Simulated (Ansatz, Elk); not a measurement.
# Bonding as seen by X-rays: Na2RuCl4

The structure of Na2RuCl4 used here is made up (a known structure type with other elements) and was relaxed beforehand with r2SCAN. The aim is the Fourier transform of its all-electron density, F(hkl), set beside the sum over free spherical atoms that refinements use.

Main program and level: Elk 11.2.3 (patched build); DFT, PBE, all-electron APW+lo, Dirac cores, scalar-relativistic bands, static density, no spin.

The structure was built from a prototype and need not be the compound's stable phase.

## Step 1: Starting point

It takes space group I4/mmm (No. 139, tetragonal). Conventional cell: a = 4.794 Å, b = 4.794 Å, c = 14.092 Å, α = 90.00°, β = 90.00°, γ = 90.00°. Nearest to Ru lie 6 Cl at 2.40 to 2.41 Å. Cl has 1 Ru at 2.41 Å and 5 Na at 2.70 to 3.42 Å nearest. Nearest to Cl lie 2 Ru at 2.40 Å and 4 Na at 3.08 Å. Nearest to Na lie 9 Cl at 2.70 to 3.42 Å. Farther neighbours and most contacts between anions are not listed.

## Step 2: Ground state and structure factors

An all-electron density is needed, since X-rays see the cores too. Task 0 finds the density and task 195 Fourier-transforms it; tshift is off so that phases refer to the origin typed.

elk.in reads:

```
tasks
  0
  195

xctype
  20

spinpol
  .false.

rgkmax
  7.0

gmaxvr
  14.0

lmaxo
  7

lmaxapw
  8

swidth
  0.002

tshift
  .false.

ramdisk
  .false.

hmaxvr
  5.5

maxscl
  120

epspot
  1e-06

sppath
  './'

avec
  -4.52973438965 4.52973438965 13.31518859323
  4.52973438965 -4.52973438965 13.31518859323
  4.52973438965 4.52973438965 -13.31518859323

atoms
  3
  'Ru.in'
  1
  0.0000000000 0.0000000000 0.0000000000   0.000000 0.000000 0.000000
  'Cl.in'
  4
  0.1709570945 0.1709570945 -0.0000000000   0.000000 0.000000 0.000000
  0.8290429055 0.8290429055 -0.0000000000   0.000000 0.000000 0.000000
  0.5000000000 0.0000000000 0.5000000000   0.000000 0.000000 0.000000
  0.0000000000 0.5000000000 0.5000000000   0.000000 0.000000 0.000000
  'Na.in'
  2
  0.6374357870 0.6374357870 -0.0000000000   0.000000 0.000000 0.000000
  0.3625642130 0.3625642130 -0.0000000000   0.000000 0.000000 0.000000

ngridk
  7 7 7
```

Run with:

```sh
$ OMP_NUM_THREADS=4 elk
```

Numbers of over 12 decimals in the logs are rounded to 6 here.

The log of the run:

```text
┌─────────────────────────┐
│ Elk code version 11.2.3 │
└─────────────────────────┘

All units are atomic (Hartree, Bohr, etc.)

┌─────────────────────────────────────────────────┐
│ Ground-state run starting from atomic densities │
└─────────────────────────────────────────────────┘

Lattice vectors :
  -4.529734390       4.529734390       13.31518859
   4.529734390      -4.529734390       13.31518859
   4.529734390       4.529734390      -13.31518859

Reciprocal lattice vectors :
  0.1330733670E-16  0.6935489773      0.2359405300
  0.6935489773      0.1330733670E-16  0.2359405300
  0.6935489773      0.6935489773      0.3774458939E-17

Unit cell volume      :    1092.830450
Brillouin zone volume :   0.2269795955

Muffin-tin inner radius fraction :   0.1000000000E-01

Nuclei treated as point charges

Species : 1 (Ru)
 parameters loaded from : Ru.in
 name : ruthenium
 nuclear charge    :   -44.00000000
 electronic charge :    44.00000000
 atomic mass :    184239.3393
 muffin-tin radius :    2.426522794
 number of radial points in muffin-tin :   1193
 inner part over the whole radius :   0.9896886136E-02
 number on inner part of muffin-tin    :    847
 approximate nuclear radius :   0.8462081736E-04
 number of mesh points to nuclear radius :    424
 atomic positions (lattice), magnetic fields (Cartesian) :
  1 :   0.00000000  0.00000000  0.00000000    0.00000000  0.00000000  0.00000000

Species : 2 (Cl)
 parameters loaded from : Cl.in
 name : chlorine
 nuclear charge    :   -17.00000000
 electronic charge :    17.00000000
 atomic mass :    64626.86550
 muffin-tin radius :    2.053211595
 number of radial points in muffin-tin :    793
 inner part over the whole radius :   0.9815914994E-02
 number on inner part of muffin-tin    :    553
 approximate nuclear radius :   0.6305718926E-04
 number of mesh points to nuclear radius :    254
 atomic positions (lattice), magnetic fields (Cartesian) :
  1 :   0.17095709  0.17095709  0.00000000    0.00000000  0.00000000  0.00000000
  2 :  -0.17095709 -0.17095709  0.00000000    0.00000000  0.00000000  0.00000000
  3 :   0.50000000  0.00000000  0.50000000    0.00000000  0.00000000  0.00000000
  4 :   0.00000000  0.50000000  0.50000000    0.00000000  0.00000000  0.00000000

Species : 3 (Na)
 parameters loaded from : Na.in
 name : sodium
 nuclear charge    :   -11.00000000
 electronic charge :    11.00000000
 atomic mass :    41907.78703
 muffin-tin radius :    2.200000000
 number of radial points in muffin-tin :    793
 inner part over the whole radius :   0.9883648912E-02
 number on inner part of muffin-tin    :    551
 approximate nuclear radius :   0.5574345702E-04
 number of mesh points to nuclear radius :    238
 atomic positions (lattice), magnetic fields (Cartesian) :
  1 :  -0.36256421 -0.36256421  0.00000000    0.00000000  0.00000000  0.00000000
  2 :   0.36256421  0.36256421  0.00000000    0.00000000  0.00000000  0.00000000

Total number of atoms per unit cell :    7
Total muffin-tin volume :    294.0786745
 ratio of muffin-tin to unit cell volume :   0.2690981703

Spin treatment :
 spin-unpolarised

Number of Bravais lattice symmetries :   16
Number of crystal symmetries         :   16
Crystal has inversion symmetry
Real symmetric eigensolver will be used

k-point grid :      7     7     7
k-point offset :    0.000000000       0.000000000       0.000000000
k-point set is reduced with full crystal symmetry group
Total number of k-points :       40

Muffin-tin radius times maximum |G+k| :    7.000000000
 using average radius
Maximum |G+k| for APW functions       :    3.258115379
Maximum (1/2)|G+k|²                   :    5.307657911
Maximum |G| for potential and density :    14.00000000
Constant for pseudocharge density :    8
 order of it for each species :   15  15  15
 order of it for pair densities of each species (exact exchange by exxq0 0: 16) :   13   8  10
Radial integration step length :    1

G-vector grid sizes :     70    70    70
Number of G-vectors :    50651

[...]
Madelung                    :     -8087.7034587708
 xc potential                :     -359.69089396593
 exchange                    :     -269.59596201322
 correlation                 :     -5.794478
 electron entropic           :    -0.19684960641770E-02
 total energy                :     -6704.9240778556

Density of states at Fermi energy :    153.8587181
 (states/Hartree/unit cell)

Estimated indirect band gap :   0.9519736942E-03
 from k-point 21 to k-point 16
Estimated direct band gap   :   0.4061116207E-02
 at k-point 16

Charges :
 core                        :    72.00000000
 valence                     :    62.00000000
 interstitial                :    10.55916882
 muffin-tins (core leakage)
  species : 1 (Ru)
[...]
species : 2 (Cl)
[...]
species : 3 (Na)
[...]
total in muffin-tins        :    123.4408312
 total calculated charge     :    133.9986866
 total charge                :    134.0000000
 error                       :   0.1313359374E-02

RMS change in Kohn-Sham potential (target) :   0.5194939822     (  0.1000000000E-05)
Absolute change in total energy (target)   :   0.8223875403     (  0.1000000000E-03)

[... loops 3 to 14 left out ...]

┌──────────────────┐
│ Loop number : 15 │
└──────────────────┘

Energies :
 Fermi                       :     0.104768
 sum of occupied eigenvalues :     -3923.8533186924
 electron kinetic            :      6895.5521690408
 core electron kinetic       :      6589.0183922124
 Coulomb                     :     -13323.031909689
 Coulomb potential           :     -10461.808286531
 nuclear-nuclear             :     -643.15272110519
 electron-nuclear            :     -14911.730698192
 Hartree                     :      2231.8515096081
 Madelung                    :     -8092.1277664231
 xc potential                :     -357.59720120190
 exchange                    :     -269.69324518635
 correlation                 :     -5.795906
 electron entropic           :    -0.20465928837565E-02
 total energy                :     -6702.9709388071

Density of states at Fermi energy :    161.0024473
 (states/Hartree/unit cell)

Estimated indirect band gap :   0.1009607912E-02
 from k-point 21 to k-point 16
Estimated direct band gap   :   0.2812620968E-02
 at k-point 21

Charges :
 core                        :    72.00000000
 valence                     :    62.00000000
 interstitial                :    10.55836389
 muffin-tins (core leakage)
  species : 1 (Ru)
[...]
species : 2 (Cl)
[...]
species : 3 (Na)
[...]
total in muffin-tins        :    123.4416361
 total calculated charge     :    133.9985508
 total charge                :    134.0000000
 error                       :   0.1449153700E-02

RMS change in Kohn-Sham potential (target) :   0.9851080786E-07 (  0.1000000000E-05)
Absolute change in total energy (target)   :   0.3205590656E-04 (  0.1000000000E-03)

Convergence targets achieved

┌──────────────────┐
│ Loop number : 16 │
└──────────────────┘

Energies :
 Fermi                       :     0.104768
 sum of occupied eigenvalues :     -3923.8533183627
 electron kinetic            :      6895.5521684802
 core electron kinetic       :      6589.0183925629
 Coulomb                     :     -13323.031908369
 Coulomb potential           :     -10461.808287464
 nuclear-nuclear             :     -643.15272110519
 electron-nuclear            :     -14911.730694523
 Hartree                     :      2231.8515072595
 Madelung                    :     -8092.1277646370
 xc potential                :     -357.59719937871
 exchange                    :     -269.69324506428
 correlation                 :     -5.795906
 electron entropic           :    -0.20465928549481E-02
 total energy                :     -6702.9709379285

Density of states at Fermi energy :    161.0024423
 (states/Hartree/unit cell)

Estimated indirect band gap :   0.1009608081E-02
 from k-point 21 to k-point 16
Estimated direct band gap   :   0.2812621816E-02
 at k-point 21

Charges :
 core                        :    72.00000000
 valence                     :    62.00000000
 interstitial                :    10.55836391
 muffin-tins (core leakage)
  species : 1 (Ru)
[...]
species : 2 (Cl)
[...]
atom 4                    :    15.28378655     (  0.4588825987E-04)
  species : 3 (Na)
   atom 1                    :    9.989535187     ( -0.9715865668E-07)
   atom 2                    :    9.989535187     ( -0.9715865668E-07)
 total in muffin-tins        :    123.4416361
 total calculated charge     :    133.9985508
 total charge                :    134.0000000
 error                       :   0.1449153917E-02

┌──────────────────────────────┐
│ Self-consistent loop stopped │
└──────────────────────────────┘

Wrote STATE.OUT
```

It took 51 s on 4 threads of Intel Xeon 6975P-C (Granite Rapids), shared host; peak memory 0.33 GiB.

SFACRHO.OUT:

```text

h k l indices transformed by vhmat matrix:
   1.000000000       0.000000000       0.000000000    
   0.000000000       1.000000000       0.000000000    
   0.000000000       0.000000000       1.000000000    

      h      k      l  multipl.   |H|            Re(F)            Im(F)           |F|

      0      0      0      1   0.0000000       134.00000     -0.10535235E-15   134.00000    
     -1     -1      1      2  0.47188106       53.633318      0.37915173E-14   53.633318    
      0      1     -1      8  0.73258318       42.164680     -0.28436380E-14   42.164680    
     -2     -2      2      2  0.94376212       37.736252      0.75830345E-14   37.736252    
      1     -1      0      4  0.98082637       56.072997      0.10795523E-14   56.072997    
     -2     -1      2      8  0.99097002       25.699059     -0.18957586E-14   25.699059    
     -1     -1      0      8   1.0884356      -6.7086457     -0.37915173E-14   6.7086457    
     -2     -2      3      8   1.3611419      -14.413039      0.75830345E-14   14.413039    
      3      2     -2      8   1.3684694       55.547801      0.16113948E-13   55.547801    
     -1      1     -1      4   1.3870980       97.956276      0.21367264E-14   97.956276    
      3      3     -3      2   1.4156432       87.867095      0.23696983E-13   87.867095    
      2      0      0      8   1.4651664       41.730804     -0.56872759E-14   41.730804    
      2     -1      0     16   1.5686679       33.359980     -0.47393966E-14   33.359980    
      3      1     -3      8   1.6777150       30.354500     -0.13744250E-13   30.354500    
      3      0     -1     16   1.7047177       23.929008     -0.94787932E-15   23.929008    
     -3     -3      2      8   1.7222270       38.346689     -0.23696983E-13   38.346689    
      3      4     -3      8   1.7912953       23.706085     -0.20142436E-13   23.706085    
      4      4     -4      2   1.8875242       48.278513     -0.85309139E-14   48.278513
```

Elk indexes on the primitive cell of elk.in and gives |H| = 4π sin θ/λ in inverse bohr. Below, one row stands for each form hkl of the conventional cell (m members, Friedel mates merged), F is for one primitive cell and the density is static (no thermal factor). Free-atom factors are Waasmaier and Kirfel's, and R is Σm||F|−|F'||/Σm|F|.

| hkl | m | sin θ/λ (Å⁻¹) | abs F, DFT | neutral atoms | diff. |
| --- | --- | --- | --- | --- | --- |
| 002 | 2 | 0.071 | 53.633 | 53.598 | +0.035 |
| 101 | 8 | 0.110 | 42.165 | 41.962 | +0.203 |
| 004 | 2 | 0.142 | 37.736 | 37.577 | +0.160 |
| 110 | 4 | 0.147 | 56.073 | 56.218 | -0.145 |
| 103 | 8 | 0.149 | 25.699 | 26.245 | -0.546 |
| 112 | 8 | 0.164 | 6.709 | 6.211 | +0.497 |
| 114 | 8 | 0.205 | 14.413 | 14.204 | +0.209 |
| 105 | 8 | 0.206 | 55.548 | 55.575 | -0.028 |
| 200 | 4 | 0.209 | 97.956 | 97.993 | -0.037 |
| 006 | 2 | 0.213 | 87.867 | 87.889 | -0.022 |
| 202 | 8 | 0.220 | 41.731 | 41.800 | -0.069 |
| 211 | 16 | 0.236 | 33.360 | 33.398 | -0.038 |
| 204 | 8 | 0.252 | 30.355 | 30.403 | -0.049 |
| 213 | 16 | 0.256 | 23.929 | 23.956 | -0.027 |
| 116 | 8 | 0.259 | 38.347 | 38.385 | -0.038 |
| 107 | 8 | 0.269 | 23.706 | 23.798 | -0.092 |
| 008 | 2 | 0.284 | 48.279 | 48.644 | -0.365 |
| 215 | 16 | 0.293 | 47.425 | 47.450 | -0.025 |

## Step 3: The highest occupied states alone

An energy window below the Fermi level keeps the highest occupied states, to see at which angles they scatter; shallow core shells can lie inside it and anion s states outside. No new self-consistency is needed.

Edit elk.in of step 2 so:

```diff
@@ -1,3 +1,2 @@
 tasks
-  0
   195
@@ -40,2 +39,5 @@
 
+wsfac
+  -0.336220 0.404770
+
 sppath
```

Run with:

```sh
$ OMP_NUM_THREADS=4 elk
```

The log of the run:

```text
┌─────────────────────────────────┐
│ Elk code version 11.2.3 started │
└─────────────────────────────────┘

Info(readinput): the functional depends on the density's gradient
 muffin-tin radial points multiplied by    2.00000
 (not where nrmtscf is given)

┌────────────────────┐
│ Current task : 195 │
└────────────────────┘
Info(checkmt): changed muffin-tin radius of species 1 (Ru) from   2.6000 to   2.4265
Info(checkmt): changed muffin-tin radius of species 2 (Cl) from   2.2000 to   2.0532

Info(sfacrho): density structure factors written to SFACRHO.OUT

 Energy window :  -0.3362200000      0.4047700000

┌──────────────────┐
│ Elk code stopped │
└──────────────────┘
```

It took 11 s on 4 threads; peak memory 0.25 GiB.

States within 12 eV below the Fermi level hold 30.00 electrons; any levels below the window count with the cores. Their amplitudes can exceed the total, where window and core parts have opposite phase:

| hkl | sin θ/λ (Å⁻¹) | abs F, window | abs F, all |
| --- | --- | --- | --- |
| 002 | 0.071 | 10.392 | 53.633 |
| 101 | 0.110 | 8.700 | 42.165 |
| 004 | 0.142 | 7.943 | 37.736 |
| 110 | 0.147 | 4.065 | 56.073 |
| 103 | 0.149 | 1.678 | 25.699 |
| 112 | 0.164 | 4.105 | 6.709 |
| 114 | 0.205 | 1.823 | 14.413 |
| 105 | 0.206 | 4.605 | 55.548 |
| 200 | 0.209 | 8.481 | 97.956 |
| 006 | 0.213 | 8.081 | 87.867 |

## Step 4: Another functional

The difference from free atoms is small, so it is set against the change that LDA (Perdew-Wang) makes.

Edit elk.in of step 3 so:

```diff
@@ -1,2 +1,3 @@
 tasks
+  0
   195
@@ -4,3 +5,3 @@
 xctype
-  20
+  3
 
@@ -39,5 +40,2 @@
 
-wsfac
-  -0.336220 0.404770
-
 sppath
```

Run with:

```sh
$ OMP_NUM_THREADS=4 elk
```

The log of the run:

```text
┌─────────────────────────┐
│ Elk code version 11.2.3 │
└─────────────────────────┘

All units are atomic (Hartree, Bohr, etc.)

┌─────────────────────────────────────────────────┐
│ Ground-state run starting from atomic densities │
└─────────────────────────────────────────────────┘

Lattice vectors :
  -4.529734390       4.529734390       13.31518859
   4.529734390      -4.529734390       13.31518859
   4.529734390       4.529734390      -13.31518859

Reciprocal lattice vectors :
  0.1330733670E-16  0.6935489773      0.2359405300
[...]
interstitial                :    10.68364422
 muffin-tins (core leakage)
  species : 1 (Ru)
[...]
species : 2 (Cl)
[...]
species : 3 (Na)
   atom 1                    :    9.991776504     ( -0.1555072445E-05)
   atom 2                    :    9.991776504     ( -0.1555072445E-05)
 total in muffin-tins        :    123.3163558
 total calculated charge     :    133.9985734
 total charge                :    134.0000000
 error                       :   0.1426604730E-02

┌──────────────────────────────┐
│ Self-consistent loop stopped │
└──────────────────────────────┘

Wrote STATE.OUT
[key lines of the parts left out:]
total energy                :     -6691.8965920861
```

It took 34 s on 4 threads; peak memory 0.3 GiB.

Against the first run R = 0.08 %; the largest change is -0.091 at 200.

## Step 5: Basis size

A smaller basis shows how fast F responds to it; the change is likely larger than the basis error of the first run, but doesn't show convergence.

Edit elk.in of step 4 so:

```diff
@@ -5,3 +5,3 @@
 xctype
-  3
+  20
 
@@ -11,3 +11,3 @@
 rgkmax
-  7.0
+  5.5
```

Run with:

```sh
$ OMP_NUM_THREADS=4 elk
```

The log of the run:

```text
┌─────────────────────────┐
│ Elk code version 11.2.3 │
└─────────────────────────┘

All units are atomic (Hartree, Bohr, etc.)

┌─────────────────────────────────────────────────┐
│ Ground-state run starting from atomic densities │
└─────────────────────────────────────────────────┘

Lattice vectors :
  -4.529734390       4.529734390       13.31518859
   4.529734390      -4.529734390       13.31518859
   4.529734390       4.529734390      -13.31518859

Reciprocal lattice vectors :
  0.1330733670E-16  0.6935489773      0.2359405300
[...]
interstitial                :    10.79980966
 muffin-tins (core leakage)
  species : 1 (Ru)
[...]
species : 2 (Cl)
[...]
species : 3 (Na)
   atom 1                    :    9.984430786     ( -0.9715865401E-07)
   atom 2                    :    9.984430786     ( -0.9715865401E-07)
 total in muffin-tins        :    123.2001903
 total calculated charge     :    133.9989004
 total charge                :    134.0000000
 error                       :   0.1099648840E-02

┌──────────────────────────────┐
│ Self-consistent loop stopped │
└──────────────────────────────┘

Wrote STATE.OUT
[key lines of the parts left out:]
total energy                :     -6702.8385102640
```

It took 37 s on 4 threads; peak memory 0.31 GiB.

Against the first run R = 0.07 %; the largest change is -0.097 at 200.

## Step 6: Settings against the effect

| run | R against the first run (%) | R against neutral atoms, low angle (%) | wall time |
| --- | --- | --- | --- |
| PBE, rgkmax 7 | 0.00 | 0.32 | 51 s |
| LDA (Perdew-Wang) | 0.08 | 0.33 | 34 s |
| rgkmax 5.5 | 0.07 | 0.36 | 37 s |

## Step 7: What came out

* R against neutral atoms, sin θ/λ < 0.3 Å⁻¹: 0.32 %
* R against neutral atoms, 0.3 to 0.66 Å⁻¹: 0.53 %

In words: Independent neutral atoms miss the calculated amplitudes by R = 0.32 % below 0.3 Å⁻¹ and 0.53 % from there to 0.66 Å⁻¹; by shells, 0.73 % below 0.15 Å⁻¹ (5 forms), 0.24 % 0.15 to 0.3 (15 forms), 0.44 % 0.3 to 0.45 (34 forms), 0.55 % above 0.45 (95 forms). Bonding, aspherical density and the tables' own atoms all enter these figures, and the runs don't part them. The largest change of an amplitude is -0.55 electrons, at 103. The window's part falls from 30.0 electrons at the origin to at most 0.60 between 0.45 and 0.66 Å⁻¹. Below 0.3 Å⁻¹ the changes that finished (LDA (Perdew-Wang) and rgkmax 5.5) move F by R = 0.08 % at most, against the 0.32 % that separates it from free atoms. The k-mesh has no finished test. These runs have no spin, though d or f shells may be open. Part of the difference isn't bonding: the tables are fits to free atoms and ions calculated by other methods than this functional. Thermal motion, anomalous dispersion and extinction are left out.

[Logs are printed without paths, hosts, clocks, repeated set-up lines and the standing remarks that a program may print on its own settings, such as how far it seeks lower states.]

[Hosts, paths, dates, database ids (printed as entryN), source tags and the programs' standing remarks are cut or masked in the printed files.]
